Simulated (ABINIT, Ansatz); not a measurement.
# MgH2 (P4_2/mnm): G0W0 on several meshes in ABINIT, part 2 of 2

How does the mesh move the gap of MgH2 (P4_2/mnm)?

ABINIT 10.8.3; PBE and many-body steps on it, plane waves. Known limits of the many-body steps: not at the basis limit; coarse k mesh.

So far. Step 4 (4×4×4): The gap on the mesh goes from 3.90 eV to 5.94 eV, a correction of +2.04 eV. Step 5 (Empty states on the mesh, 2×2×4 mesh, 181 bands): On this mesh the gap is 3.915 eV.

## (7) 2×2×4

This step: G0W0 on PBE, plane waves, norm-conserving pseudopotentials.

Contents of run.abi:

```
acell 3*1.0 Angstrom
rprim 
  4.516800000000 0.000000000000 0.000000000000
  0.000000000000 4.516800000000 0.000000000000
  0.000000000000 0.000000000000 3.020500000000
ntypat 2
znucl 12 1
natom 6
typat 1 1 2 2 2 2
xred 
  0.000000000000 0.000000000000 0.000000000000
  0.500000000000 0.500000000000 0.500000000000
  0.306000000000 0.306000000000 0.000000000000
  0.194000000000 0.806000000000 0.500000000000
  0.694000000000 0.694000000000 0.000000000000
  0.806000000000 0.194000000000 0.500000000000
pp_dirpath "pseudos"
pseudos "Mg.upf, H.upf"
ecut 38
ngkpt 2 2 4
nshiftk 1
shiftk 0 0 0
kptopt 1
chksymbreak 0
istwfk *1
occopt 1
irdwfk 1
optdriver 4
nband 173
gwcalctyp 0
ecutsigx 38
symsigma 1
nkptgw 3
kptgw 
  0.0000000000 0.0000000000 0.5000000000
  0.5000000000 0.5000000000 0.5000000000
  0.0000000000 0.0000000000 0.0000000000
bdgw 
  11 14
  11 14
  10 14
ecuteps 6.5
irdscr 1
ppmodel 1
indata_prefix "in"
outdata_prefix "out"
tmpdata_prefix "tmp"
```

The run is started by

```bash
OMP_NUM_THREADS=1 mpirun -n 8 abinit run.abi > log
```

Log:

```text
.Version 10.8.3 of ABINIT. v10.8.2 released Aug 2026.

 Symmetries : space group P4_2/m n m (#136); Bravais tP (primitive tetrag.)
[... echo of the input left out ...]
== DATASET  1 ==================================================================
-   mpi_nproc: 8, omp_nthreads: 1 (-1 if OMP is not activated)

--- !DatasetInfo
iteration_state: {dtset: 1, }
dimensions: {natom: 6, nkpt: 9, mband: 173, nsppol: 1, nspinor: 1, nspden: 1, mpw: 4696, }
cutoff_energies: {ecut:  38.0, pawecutdg:  -1.0, }
electrons: {nelect:   2.40000000E+01, charge:   0.00000000E+00, occopt:   1.00000000E+00, tsmear:   1.00000000E-02, }

 SIGMA: Calculation of the GW corrections

 Based on a program developped by R.W. Godby, V. Olevano, G. Onida, and L. Reining.
 Incorporated in ABINIT by V. Olevano, G.-M. Rignanese, and M. Torrent.
.Using double precision arithmetic ; gwpc =  8

[... cell and pseudopotentials left out ...]
--------------------------------------------------------------------------------

 ==== K-mesh for the wavefunctions ====
 Number of points in the irreducible wedge :     9
[... list of points left out ...]
 Together with 16 symmetry operations and time-reversal symmetry
 yields    16 points in the full Brillouin Zone.

 ==== Q-mesh for screening function ====
 Number of points in the irreducible wedge :     9
[... list of points left out ...]
 Together with 16 symmetry operations and time-reversal symmetry
 yields    16 points in the full Brillouin Zone.

 vcoul_init : cutoff-mode = AUXILIARY_FUNCTION
 q-points for optical limit:   1
     1)      0.000010    0.000020    0.000030
 setmesh: FFT mesh size selected  =    48x   48x   32
          total number of points  =        73728

 Number of electrons calculated from density =   24.0000; Expected =   24.0000
[...]
number of plane-waves for wavefunctions          4651
 number of bands                                   173
 number of q-points in IBZ                           9
 number of frequencies                               2
 number of real frequencies                          1
 number of imag frequencies                          1

 matrix elements of self-energy operator (all in [eV])

 Perturbative Calculation

--- !SelfEnergy_ee
iteration_state: {dtset: 1, }
kpoint     : [   0.000,    0.000,    0.500, ]
spin       : 1
KS_gap     :    6.309
QP_gap     :    8.503
Delta_QP_KS:    2.194
data: !SigmaeeData |
     Band     E0 <VxcDFT>   SigX SigC(E0)      Z dSigC/dE  Sig(E)    E-E0       E
       11   0.382 -11.709 -15.240   1.812   0.780  -0.282 -13.051  -1.342  -0.960
       12   0.382 -11.709 -15.240   1.812   0.780  -0.282 -13.051  -1.342  -0.960
       13   6.691 -10.008  -5.104  -3.854   0.811  -0.232  -9.155   0.853   7.544
[...]
--- !SelfEnergy_ee
iteration_state: {dtset: 1, }
kpoint     : [   0.500,    0.500,    0.500, ]
spin       : 1
KS_gap     :    4.769
QP_gap     :    6.879
Delta_QP_KS:    2.110
data: !SigmaeeData |
     Band     E0 <VxcDFT>   SigX SigC(E0)      Z dSigC/dE  Sig(E)    E-E0       E
[...]
--- !SelfEnergy_ee
iteration_state: {dtset: 1, }
kpoint     : [   0.000,    0.000,    0.000, ]
spin       : 1
KS_gap     :    5.246
QP_gap     :    6.966
Delta_QP_KS:    1.720
data: !SigmaeeData |
     Band     E0 <VxcDFT>   SigX SigC(E0)      Z dSigC/dE  Sig(E)    E-E0       E
[...]
13   5.207  -6.779  -2.648  -3.576   0.826  -0.210  -6.320   0.458   5.666
       14   5.547  -9.975  -5.523  -3.560   0.811  -0.233  -9.252   0.723   6.271

== END DATASET(S) ==============================================================
================================================================================

 -outvars: echo values of variables after computation  --------
           etotal      0.0000000000E+00
            nband         173
             nkpt           9
          spgroup         136
 [... the other variables as echoed above ...]

 Calculation completed.
```

Run time: 15 s. Hardware: 8 MPI ranks of Arm Neoverse V1, shared host; peak memory 1.9 GiB; 2 min of CPU time.

This step gave:

- G0W0 gap on the points computed: 5.963 eV
- starting gap on the mesh: 3.915 eV
- k of the valence top: 0, 0, 0.5
- k of the conduction bottom: 0.5, 0.5, 0.5
- Z at the valence top: 0.78
- Z at the conduction bottom: 0.821
- least direct G0W0 gap on the computed points: 6.879 eV

Against G0W0 in ABINIT (4×4×4 mesh, 173 bands, screening to 176.9 eV, Godby-Needs plasmon pole), the gap moves by +0.027 eV.

## (8) Empty states on the mesh, 4×4×6 mesh, 181 bands

This step: DFT, PBE, plane waves, norm-conserving pseudopotentials.

run.abi, as its differences from that of step 7:

```diff
@@ -19,3 +19,3 @@
 ecut 38
-ngkpt 2 2 4
+ngkpt 4 4 6
 nshiftk 1
@@ -24,22 +24,10 @@
 chksymbreak 0
+irdden 1
 istwfk *1
+nband 181
+prtvol 0
+optdriver 6
+gwr_task "HDIAGO"
+paral_kgb 0
 occopt 1
-irdwfk 1
-optdriver 4
-nband 173
-gwcalctyp 0
-ecutsigx 38
-symsigma 1
-nkptgw 3
-kptgw 
-  0.0000000000 0.0000000000 0.5000000000
-  0.5000000000 0.5000000000 0.5000000000
-  0.0000000000 0.0000000000 0.0000000000
-bdgw 
-  11 14
-  11 14
-  10 14
-ecuteps 6.5
-irdscr 1
-ppmodel 1
 indata_prefix "in"
```

Log:

```text
[banner, memory and clock lines left out]
.Version 10.8.3 of ABINIT. v10.8.2 released Aug 2026.

 Symmetries : space group P4_2/m n m (#136); Bravais tP (primitive tetrag.)
[... echo of the input left out ...]
== DATASET  1 ==================================================================
-   mpi_nproc: 8, omp_nthreads: 1 (-1 if OMP is not activated)

--- !DatasetInfo
iteration_state: {dtset: 1, }
dimensions: {natom: 6, nkpt: 24, mband: 181, nsppol: 1, nspinor: 1, nspden: 1, mpw: 4696, }
cutoff_energies: {ecut:  38.0, pawecutdg:  -1.0, }
[...]
Integrated=    2.4000E+01

 === KS gaps after direct diagonalization ===
 Indirect band gap semiconductor
 Fundamental gap:     3.895 (eV)
   VBM:     0.402 (eV) at k: [ 2.5000E-01,  0.0000E+00,  0.0000E+00]
   CBM:     4.297 (eV) at k: [ 5.0000E-01,  5.0000E-01,  5.0000E-01]
 Direct gap:         4.666 (eV) at k: [ 2.5000E-01,  2.5000E-01,  5.0000E-01]

== END DATASET(S) ==============================================================

 -outvars: echo values of variables after computation  --------
           etotal      0.0000000000E+00
            nband         181
             nkpt          24
          spgroup         136
 [... the other variables as echoed above ...]

 Calculation completed.
```

It took 3.5 min on 8 MPI ranks; peak memory 9.7 GiB.

This step gave:

- gap: 3.895 eV
- k of the valence top: 0.25, 0, 0
- k of the conduction bottom: 0.5, 0.5, 0.5
- least direct gap: 4.666 eV
- k points computed: 24
- lowest point of the top converged band, above the valence top: 101.9259 eV

On this mesh the gap is 3.895 eV.

## (9) Screening, 4×4×6 mesh, 173 bands, screening to 176.9 eV

This step: RPA screening on PBE, plane waves, norm-conserving pseudopotentials.

run.abi, as its differences from that of step 8:

```diff
@@ -24,10 +24,11 @@
 chksymbreak 0
-irdden 1
 istwfk *1
-nband 181
-prtvol 0
-optdriver 6
-gwr_task "HDIAGO"
-paral_kgb 0
 occopt 1
+irdwfk 1
+optdriver 3
+nband 173
+ecuteps 6.5
+inclvkb 2
+awtr 1
+symchi 1
 indata_prefix "in"
```

Log:

```text
.Version 10.8.3 of ABINIT. v10.8.2 released Aug 2026.

 Symmetries : space group P4_2/m n m (#136); Bravais tP (primitive tetrag.)
[... echo of the input left out ...]
== DATASET  1 ==================================================================
-   mpi_nproc: 8, omp_nthreads: 1 (-1 if OMP is not activated)

--- !DatasetInfo
iteration_state: {dtset: 1, }
dimensions: {natom: 6, nkpt: 24, mband: 173, nsppol: 1, nspinor: 1, nspden: 1, mpw: 4696, }
cutoff_energies: {ecut:  38.0, pawecutdg:  -1.0, }
[...]
--------------------------------------------------------------------------------
[... chi0 elements left out ...]
 For q-point:  0.000010 0.000020 0.000030
  dielectric constant =   3.6753
  dielectric constant without local fields =   4.0741

  Average fulfillment of the sum rule on Im[epsilon] for q-point    1 :     66.98  [%]
[... wings left out ...]
  q-point number  2        q = ( 0.250000, 0.000000, 0.000000) [r.l.u.]
--------------------------------------------------------------------------------
[... chi0 elements left out ...]
  Average fulfillment of the sum rule on Im[epsilon] for q-point    2 :     73.60  [%]

 [... 22 further q-points ...]
```

Elapsed: 4 min, on 8 MPI ranks; peak memory 4.2 GiB; 32 min of CPU time.

Numbers from this step:

```
ε∞ with local fields, on this mesh, along the program's q direction : 3.675
the same without local fields                                       : 4.074
plasma frequency                                                    : 23.17 eV
plane waves in the screening matrix                                 : 315
```

## (10) 4×4×6

This step: G0W0 on PBE, plane waves, norm-conserving pseudopotentials.

run.abi, as its differences from that of step 9:

```diff
@@ -27,8 +27,21 @@
 irdwfk 1
-optdriver 3
+optdriver 4
 nband 173
+gwcalctyp 0
+ecutsigx 38
+symsigma 1
+nkptgw 4
+kptgw 
+  0.2500000000 0.0000000000 0.0000000000
+  0.5000000000 0.5000000000 0.5000000000
+  0.2500000000 0.2500000000 0.5000000000
+  0.0000000000 0.0000000000 0.0000000000
+bdgw 
+  11 14
+  11 14
+  11 14
+  10 14
 ecuteps 6.5
-inclvkb 2
-awtr 1
-symchi 1
+irdscr 1
+ppmodel 1
 indata_prefix "in"
```

Log:

```text
.Version 10.8.3 of ABINIT. v10.8.2 released Aug 2026.

 Symmetries : space group P4_2/m n m (#136); Bravais tP (primitive tetrag.)
[... echo of the input left out ...]
== DATASET  1 ==================================================================
-   mpi_nproc: 8, omp_nthreads: 1 (-1 if OMP is not activated)

--- !DatasetInfo
iteration_state: {dtset: 1, }
dimensions: {natom: 6, nkpt: 24, mband: 173, nsppol: 1, nspinor: 1, nspden: 1, mpw: 4696, }
cutoff_energies: {ecut:  38.0, pawecutdg:  -1.0, }
[...]
Band     E0 <VxcDFT>   SigX SigC(E0)      Z dSigC/dE  Sig(E)    E-E0       E
[...]
13   5.207  -6.817  -2.901  -3.457   0.828  -0.208  -6.437   0.380   5.587
       14   5.547  -9.978  -5.720  -3.469   0.813  -0.231  -9.337   0.641   6.188

== END DATASET(S) ==============================================================
================================================================================

 -outvars: echo values of variables after computation  --------
           etotal      0.0000000000E+00
            nband         173
             nkpt          24
          spgroup         136
 [... the other variables as echoed above ...]

 Calculation completed.
```

Wall time 64 s (8 MPI ranks); peak memory 4.1 GiB.

Numbers from this step:

| Quantity | Value |
| --- | --- |
| G0W0 gap on the mesh | 5.951 eV |
| starting gap on the mesh | 3.895 eV |
| k of the valence top | 0.25, 0, 0 |
| k of the conduction bottom | 0.5, 0.5, 0.5 |
| least direct G0W0 gap on the computed points | 6.759 eV |

Against G0W0 in ABINIT (4×4×4 mesh, 173 bands, screening to 176.9 eV, Godby-Needs plasmon pole), the gap moves by +0.015 eV.

## (11) Side by side

Times are wall times on 8 MPI ranks of Arm Neoverse V1, shared host, good to a factor of about two. A run's time includes the screening step that it read.

```csv
run,mesh,bands,screening cutoff (eV),DFT gap (eV),gap on the mesh (eV),direct (eV),ε∞ used,time
4×4×4,4×4×4,173,176.9,3.895,5.936,6.748,3.66,2.8 min
2×2×4,2×2×4,173,176.9,3.915,5.963,6.879,3.76,37 s
4×4×6,4×4×6,173,176.9,3.895,5.951,6.759,3.68,5 min
```

## (12) Summary of results

| Property | Result |
| --- | --- |
| 4×4×4 | 5.936 eV |
| 2×2×4 | 5.963 eV |
| 4×4×6 | 5.951 eV |
| known limits | not at the basis limit; coarse k mesh |

**Reading.** 2×2×4: +0.027 eV against 4×4×4, +0.020 eV of it in the start. 4×4×6: +0.015 eV against 4×4×4. Bands and cutoff are finite, so the gap is not at the basis limit. The miss can reach some tenths of an eV and take either sign; the mesh is an error of its own. A denser mesh or path gives a starting gap of 3.76 eV: the GW mesh misses a band edge, so its gaps are not the fundamental one. The 4×4×4 mesh is coarse for this cell, which bears on the long-range parts of exchange and screening.

[Paths, hosts, dates, memory and timing lines, banners, echoed tables and standing remarks are left out of the program output.]

[Logs are printed without paths, hosts, clocks, repeated set-up lines and the standing remarks that a program may print on its own settings, such as how far it seeks lower states.]

[Runs of the session that timed out or met a known fault of the program may be left out.]

[Hosts, paths, dates, database ids (printed as entryN), source tags and the programs' standing remarks are cut or masked in the printed files.]

[G0W0 gaps are taken among the corrected bands and points alone; a level outside them can change the order at an edge.]

[Where Ansatz stands beside ABINIT at settings called matched, ABINIT's density can come from a denser mesh and the files from another edition; pairs whose starting gaps differed by over 0.03 eV were left out, so agreement reads better than it is.]
